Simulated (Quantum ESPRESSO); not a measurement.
# GaP (F-43m): a volume series of phonon spectra

Aim: how the vibrations of GaP shift with volume, and the expansion that follows.

Experimental results on record:
- volume expansion coefficient 15.9 1e-6/K, heat capacity C_P per formula unit 44.2 J/mol/K and bulk modulus 88.7 GPa near room temperature (given in “High-Throughput Prediction of Finite-Temperature Properties using the Quasi-Harmonic Approximation”, 2016, arXiv:1603.06924)

Program: Quantum ESPRESSO 7.5. Level of theory: DFT LDA, scalar-relativistic, plane waves, PseudoDojo norm-conserving pseudopotentials. Results are calculated unless marked as measured.

**1. Set-up**

Symmetry: F-43m, No. 216, cubic system. Conventional cell: a = 5.451 Å, b = 5.451 Å, c = 5.451 Å, α = 90.00°, β = 90.00°, γ = 90.00°. Nearest to Ga lie 4 P at 2.36 Å. P has 4 Ga at 2.36 Å nearest. Farther neighbours are not listed.

As a file:

```cif
data_structure
_symmetry_space_group_name_H-M 'F-43m'
_symmetry_Int_Tables_number 216
_cell_length_a 5.4505
_cell_length_b 5.4505
_cell_length_c 5.4505
_cell_angle_alpha 90.000
_cell_angle_beta 90.000
_cell_angle_gamma 90.000
_cell_volume 161.92
loop_
_atom_site_label
_atom_site_type_symbol
_atom_site_symmetry_multiplicity
_atom_site_Wyckoff_symbol
_atom_site_fract_x
_atom_site_fract_y
_atom_site_fract_z
_atom_site_occupancy
Ga1 Ga 4 a 0.00000 0.00000 0.00000 1
P1 P 4 d 0.25000 0.25000 0.75000 1
```

**2. Probe on a coarse mesh**

A cheap single point shows whether the cell is a metal or an insulator and how far it is from rest; that sets the k-mesh and the occupations of what follows.

Input file probe.in:

```
 &control
    calculation='scf',
    prefix='x',
    outdir='./tmp',
    pseudo_dir='./pseudo',
    tprnfor=.true.,
    tstress=.true.,
    verbosity='high',
 /
 &system
    ibrav=0,
    nat=2,
    ntyp=2,
    ecutwfc=80.0,
    occupations='smearing',
    smearing='gaussian',
    degauss=0.01,
 /
 &electrons
    conv_thr=1.0d-07,
    mixing_beta=0.7,
    electron_maxstep=100,
 /
ATOMIC_SPECIES
 Ga     69.7230  Ga.upf
 P      30.9738  P.upf
CELL_PARAMETERS angstrom
     0.000000000    2.725250000    2.725250000
     2.725250000    0.000000000    2.725250000
     2.725250000    2.725250000    0.000000000
ATOMIC_POSITIONS crystal
 Ga     0.000000000   0.000000000   0.000000000
 P      0.250000000   0.250000000   0.250000000
K_POINTS automatic
 6 6 6 0 0 0
```

Run with:

```sh
> OMP_NUM_THREADS=1 mpirun -n 4 pw.x -nk 4 -in probe.in > probe.out
```

What it wrote:

```text
Program PWSCF v.7.5

     This program is part of the open-source Quantum ESPRESSO suite
     for quantum simulation of materials; please cite
         "P. Giannozzi et al., J. Phys.:Condens. Matter 21 395502 (2009);
         "P. Giannozzi et al., J. Phys.:Condens. Matter 29 465901 (2017);
         "P. Giannozzi et al., J. Chem. Phys. 152 154105 (2020);
     in publications or presentations arising from this work. More details at

     Message from routine setup:
     using ibrav=0 with symmetry is DISCOURAGED, use correct ibrav instead

     G-vector sticks info
     --------------------
     sticks:   dense  smooth     PW     G-vecs:    dense   smooth      PW
     Sum        1159    1159    349                26469    26469    4279

     Using Slab Decomposition

     bravais-lattice index     =            0
     lattice parameter (alat)  =       7.2832  a.u.
     unit-cell volume          =     273.1780 (a.u.)^3
     number of atoms/cell      =            2
     number of atomic types    =            2
     number of electrons       =        18.00
     number of Kohn-Sham states=           13
     kinetic-energy cutoff     =      80.0000  Ry
     charge density cutoff     =     320.0000  Ry
     scf convergence threshold =      1.0E-07
     mixing beta               =       0.7000
     number of iterations used =            8  plain     mixing
     Exchange-correlation= SLA  PW   NOGX NOGC
                           (   1   4   0   0   0   0   0)

     celldm(1)=   7.283166  celldm(2)=   0.000000  celldm(3)=   0.000000
     celldm(4)=   0.000000  celldm(5)=   0.000000  celldm(6)=   0.000000

     crystal axes: (cart. coord. in units of alat)
               a(1) = (   0.000000   0.707107   0.707107 )
               a(2) = (   0.707107   0.000000   0.707107 )
               a(3) = (   0.707107   0.707107   0.000000 )

     reciprocal axes: (cart. coord. in units 2 pi/alat)
               b(1) = ( -0.707107  0.707107  0.707107 )
               b(2) = (  0.707107 -0.707107  0.707107 )
               b(3) = (  0.707107  0.707107 -0.707107 )

     PseudoPot. # 1 for Ga read from file:
     ./pseudo/Ga.upf
     Pseudo is Norm-conserving + core correction, Zval = 13.0
     Using radial grid of 1858 points,  6 beta functions with:
                l(1) =   0
                l(2) =   0
                l(3) =   1
                l(4) =   1
                l(5) =   2
                l(6) =   2

     PseudoPot. # 2 for P  read from file:
     ./pseudo/P.upf
     Pseudo is Norm-conserving + core correction, Zval =  5.0
     Using radial grid of 1298 points,  6 beta functions with:
                l(1) =   0
                l(2) =   0
                l(3) =   1
                l(4) =   1
                l(5) =   2
                l(6) =   2

     atomic species   valence    mass     pseudopotential
     Ga               13.00    69.72300     Ga( 1.00)
     P                 5.00    30.97380     P ( 1.00)

     24 Sym. Ops. (no inversion) found

                                    s                        frac. trans.

      isym =  1     identity

 cryst.   s( 1) = (     1          0          0      )
                  (     0          1          0      )
                  (     0          0          1      )

 cart.    s( 1) = (  1.0000000 -0.0000000  0.0000000 )
                  ( -0.0000000  1.0000000  0.0000000 )
                  ( -0.0000000  0.0000000  1.0000000 )

      isym =  2     180 deg rotation - cart. axis [0,0,1]

 cryst.   s( 2) = (     0          1         -1      )
                  (     1          0         -1      )
                  (     0          0         -1      )

 cart.    s( 2) = ( -1.0000000  0.0000000  0.0000000 )
                  (  0.0000000 -1.0000000  0.0000000 )
                  (  0.0000000 -0.0000000  1.0000000 )

      isym =  3     180 deg rotation - cart. axis [0,1,0]

 cryst.   s( 3) = (     0         -1          1      )
                  (     0         -1          0      )
                  (     1         -1          0      )

 cart.    s( 3) = ( -1.0000000 -0.0000000 -0.0000000 )
                  (  0.0000000  1.0000000 -0.0000000 )
                  (  0.0000000  0.0000000 -1.0000000 )

      isym =  4     180 deg rotation - cart. axis [1,0,0]

 cryst.   s( 4) = (    -1          0          0      )
                  (    -1          0          1      )
                  (    -1          1          0      )

 cart.    s( 4) = (  1.0000000  0.0000000 -0.0000000 )
                  ( -0.0000000 -1.0000000 -0.0000000 )
                  ( -0.0000000 -0.0000000 -1.0000000 )

      isym =  5     120 deg rotation - cart. axis [-1,-1,-1]

 cryst.   s( 5) = (     0          0          1      )
[...]
cart.    s( 5) = (  0.0000000  1.0000000 -0.0000000 )
[...]
isym =  6     120 deg rotation - cart. axis [-1,1,1]

 cryst.   s( 6) = (     1         -1          0      )
[...]
cart.    s( 6) = ( -0.0000000 -1.0000000 -0.0000000 )
[...]
isym =  7     120 deg rotation - cart. axis [1,1,-1]

 cryst.   s( 7) = (    -1          1          0      )
[...]
cart.    s( 7) = ( -0.0000000  1.0000000  0.0000000 )
[...]
isym =  8     120 deg rotation - cart. axis [1,-1,1]

 cryst.   s( 8) = (     0          0         -1      )
[...]
cart.    s( 8) = (  0.0000000 -1.0000000  0.0000000 )
[...]
isym =  9     120 deg rotation - cart. axis [1,1,1]

 cryst.   s( 9) = (     0          1          0      )
[...]
cart.    s( 9) = ( -0.0000000  0.0000000  1.0000000 )
[...]
isym = 10     120 deg rotation - cart. axis [-1,1,-1]

 cryst.   s(10) = (    -1          0          1      )
[...]
cart.    s(10) = (  0.0000000 -0.0000000  1.0000000 )
[...]
isym = 11     120 deg rotation - cart. axis [1,-1,-1]

 cryst.   s(11) = (     1          0         -1      )
[...]
cart.    s(11) = (  0.0000000  0.0000000 -1.0000000 )
[...]
isym = 12     120 deg rotation - cart. axis [-1,-1,1]

 cryst.   s(12) = (     0         -1          0      )
[...]
cart.    s(12) = ( -0.0000000 -0.0000000 -1.0000000 )
[...]
isym = 13     inv. 180 deg rotation - cart. axis [1,1,0]

 cryst.   s(13) = (     1          0         -1      )
[...]
cart.    s(13) = (  0.0000000 -1.0000000  0.0000000 )
[...]
1.0000   0.0000   0.0000   0.0000   0.0000

          k = 0.2357 0.0000-0.0000 (  3315 PWs)   bands (ev):

    -7.3631  -7.3132  -7.3132  -7.2380  -7.2253  -4.6797   5.0472   6.3504
     6.3504  10.0213  10.9953  12.6897  12.6897

     occupation numbers
     1.0000   1.0000   1.0000   1.0000   1.0000   1.0000   1.0000   1.0000
     1.0000   0.0000   0.0000   0.0000   0.0000

          k = 0.3536 0.1179-0.1179 (  3312 PWs)   bands (ev):

    -7.3918  -7.3023  -7.2989  -7.2416  -7.2209  -3.9142   2.8595   5.5345
     5.7906  10.0408  11.4903  13.0158  13.4685

     occupation numbers
     1.0000   1.0000   1.0000   1.0000   1.0000   1.0000   1.0000   1.0000
     1.0000   0.0000   0.0000   0.0000   0.0000

          k =-0.2357-0.4714 0.4714 (  3293 PWs)   bands (ev):

    -7.4083  -7.2995  -7.2932  -7.2348  -7.2211  -2.9293   0.9697   4.7549
     5.7252   9.9660  11.9288  13.1495  14.5245

     occupation numbers
     1.0000   1.0000   1.0000   1.0000   1.0000   1.0000   1.0000   1.0000
     1.0000   0.0000   0.0000   0.0000   0.0000

          k =-0.1179-0.3536 0.3536 (  3300 PWs)   bands (ev):

    -7.4010  -7.3014  -7.2979  -7.2297  -7.2275  -3.2199   1.4628   4.5263
     6.1718  10.2003  12.1283  12.7363  14.6286

     occupation numbers
     1.0000   1.0000   1.0000   1.0000   1.0000   1.0000   1.0000   1.0000
     1.0000   0.0000   0.0000   0.0000   0.0000

          k = 0.0000-0.2357 0.2357 (  3309 PWs)   bands (ev):

[...]
occupation numbers
[...]
k = 0.4714 0.0000-0.0000 (  3302 PWs)   bands (ev):

[...]
occupation numbers
[...]
k =-0.1179-0.5893 0.5893 (  3302 PWs)   bands (ev):

[...]
occupation numbers
[...]
k =-0.0000-0.4714 0.4714 (  3298 PWs)   bands (ev):

[...]
occupation numbers
[...]
k =-0.7071 0.0000 0.0000 (  3306 PWs)   bands (ev):

    -7.4408  -7.2662  -7.2643  -7.2643  -7.2092  -2.1527   0.5130   4.6594
     4.6594   8.8685   9.0477  17.7939  17.7940

     occupation numbers
     1.0000   1.0000   1.0000   1.0000   1.0000   1.0000   1.0000   1.0000
     1.0000   0.0000   0.0000   0.0000   0.0000

          k =-0.2357-0.4714 0.7071 (  3301 PWs)   bands (ev):

    -7.4102  -7.2950  -7.2838  -7.2448  -7.2200  -3.0623   1.7304   4.0835
     5.2930  10.8794  11.5492  12.4659  15.3279

     occupation numbers
     1.0000   1.0000   1.0000   1.0000   1.0000   1.0000   1.0000   1.0000
     1.0000   0.0000   0.0000   0.0000   0.0000

          k =-0.1179-0.3536 0.5893 (  3308 PWs)   bands (ev):

    -7.4158  -7.2951  -7.2772  -7.2415  -7.2231  -2.3958   0.8809   3.6262
     4.8600  11.1655  11.7896  13.5992  15.0601

     occupation numbers
     1.0000   1.0000   1.0000   1.0000   1.0000   1.0000   1.0000   1.0000
     1.0000   0.0000   0.0000   0.0000   0.0000

          k =-0.7071 0.2357 0.0000 (  3306 PWs)   bands (ev):

    -7.4267  -7.2838  -7.2694  -7.2511  -7.2177  -2.0823   0.6610   3.9508
     4.0577  10.7194  10.8955  14.7860  14.8127

     occupation numbers
     1.0000   1.0000   1.0000   1.0000   1.0000   1.0000   1.0000   1.0000
     1.0000   0.0000   0.0000   0.0000   0.0000

     the Fermi energy is     8.2343 ev

!    total energy              =    -166.69658619 Ry
     estimated scf accuracy    <          6.0E-09 Ry
     smearing contrib. (-TS)   =      -0.00000000 Ry
     internal energy E=F+TS    =    -166.69658619 Ry

     The total energy is F=E-TS. E is the sum of the following terms:
     one-electron contribution =     -77.17999735 Ry
     hartree contribution      =      52.22856069 Ry
     xc contribution           =     -45.26752563 Ry
     ewald contribution        =     -96.47762389 Ry

     convergence has been achieved in   6 iterations

     Forces acting on atoms (cartesian axes, Ry/au):

     atom    1 type  1   force =     0.00000000   -0.00000000   -0.00000000
     atom    2 type  2   force =    -0.00000000    0.00000000    0.00000000
     The non-local contrib.  to forces
     atom    1 type  1   force =    -0.00000000   -0.00000000    0.00000000
     atom    2 type  2   force =     0.00000000   -0.00000000    0.00000000
     The ionic contribution  to forces
     atom    1 type  1   force =     0.00000000    0.00000000    0.00000000
     atom    2 type  2   force =     0.00000000   -0.00000000    0.00000000
     The local contribution  to forces
     atom    1 type  1   force =     0.00000000    0.00000000    0.00000000
     atom    2 type  2   force =    -0.00000000   -0.00000000   -0.00000000
     The core correction contribution to forces
     atom    1 type  1   force =     0.00000000    0.00000000    0.00000000
     atom    2 type  2   force =    -0.00000000    0.00000000   -0.00000000
     The Hubbard contrib.    to forces
     atom    1 type  1   force =     0.00000000    0.00000000    0.00000000
     atom    2 type  2   force =     0.00000000    0.00000000    0.00000000
     The SCF correction term to forces
     atom    1 type  1   force =    -0.00000000    0.00000000    0.00000000
     atom    2 type  2   force =     0.00000000   -0.00000000   -0.00000000

     Total force =     0.000000     Total SCF correction =     0.000000

     Computing stress (Cartesian axis) and pressure

          total   stress  (Ry/bohr**3)                   (kbar)     P=      -29.11
  -0.00019786  -0.00000000  -0.00000000          -29.11       -0.00       -0.00
  -0.00000000  -0.00019786   0.00000000           -0.00      -29.11        0.00
   0.00000000   0.00000000  -0.00019786            0.00        0.00      -29.11

     kinetic stress (kbar)  46718.91     -0.00      0.00
                               -0.00  46718.91     -0.00
                                0.00     -0.00  46718.91

     local   stress (kbar)  -2224.24     -0.00      0.00
                               -0.00  -2224.24      0.00
                                0.00      0.00  -2224.24

     nonloc. stress (kbar) -30993.97      0.00      0.00
                                0.00 -30993.97     -0.00
                                0.00     -0.00 -30993.97

     hartree stress (kbar)   9374.95      0.00      0.00
                                0.00   9374.95      0.00
                                0.00      0.00   9374.95

     exc-cor stress (kbar)   7507.26      0.00      0.00
                                0.00   7507.26      0.00
                                0.00      0.00   7507.26

     corecor stress (kbar) -13094.42     -0.00     -0.00
                               -0.00 -13094.42     -0.00
                               -0.00     -0.00 -13094.42

     ewald   stress (kbar) -17317.59      0.00     -0.00
                                0.00 -17317.59      0.00
                               -0.00      0.00 -17317.59

     hubbard stress (kbar)      0.00      0.00      0.00
                                0.00      0.00      0.00
                                0.00      0.00      0.00

     DFT-D   stress (kbar)      0.00      0.00      0.00
[...]
XDM     stress (kbar)      0.00      0.00      0.00
[...]
dft-nl  stress (kbar)      0.00      0.00      0.00
                                0.00      0.00      0.00
                                0.00      0.00      0.00

     TS-vdW  stress (kbar)      0.00      0.00      0.00
                                0.00      0.00      0.00
                                0.00      0.00      0.00

     MDB     stress (kbar)      0.00      0.00      0.00
                                0.00      0.00      0.00
                                0.00      0.00      0.00

     3D-RISM stress (kbar)      0.00      0.00      0.00
                                0.00      0.00      0.00
                                0.00      0.00      0.00

     Writing all to output data dir ./tmp/x.save/ :
     XML data file, charge density, pseudopotentials, collected wavefunctions

   JOB DONE.
```

The job ended after 3 s (4 MPI ranks of Arm Neoverse V2, shared host).

Numbers from this step:

```yaml
volume_per_atom: 20.24 Å³
pressure: -2.911 GPa
gap_on_the_k_mesh: 1.498 eV
```

The start is under -2.9 GPa at this level and looks like an insulator or semiconductor on this mesh.

(Continued in part 2 of 8.)

[Logs are printed without paths, hosts, clocks, repeated set-up lines and the standing remarks that a program may print on its own settings, such as how far it seeks lower states.]

[Hosts, paths, dates, database ids (printed as entryN), source tags and the programs' standing remarks are cut or masked in the printed files.]

[A step with changed settings may run another functional than the one named; its input shows which.]

[Of the runs on displaced cells, only some may be shown.]
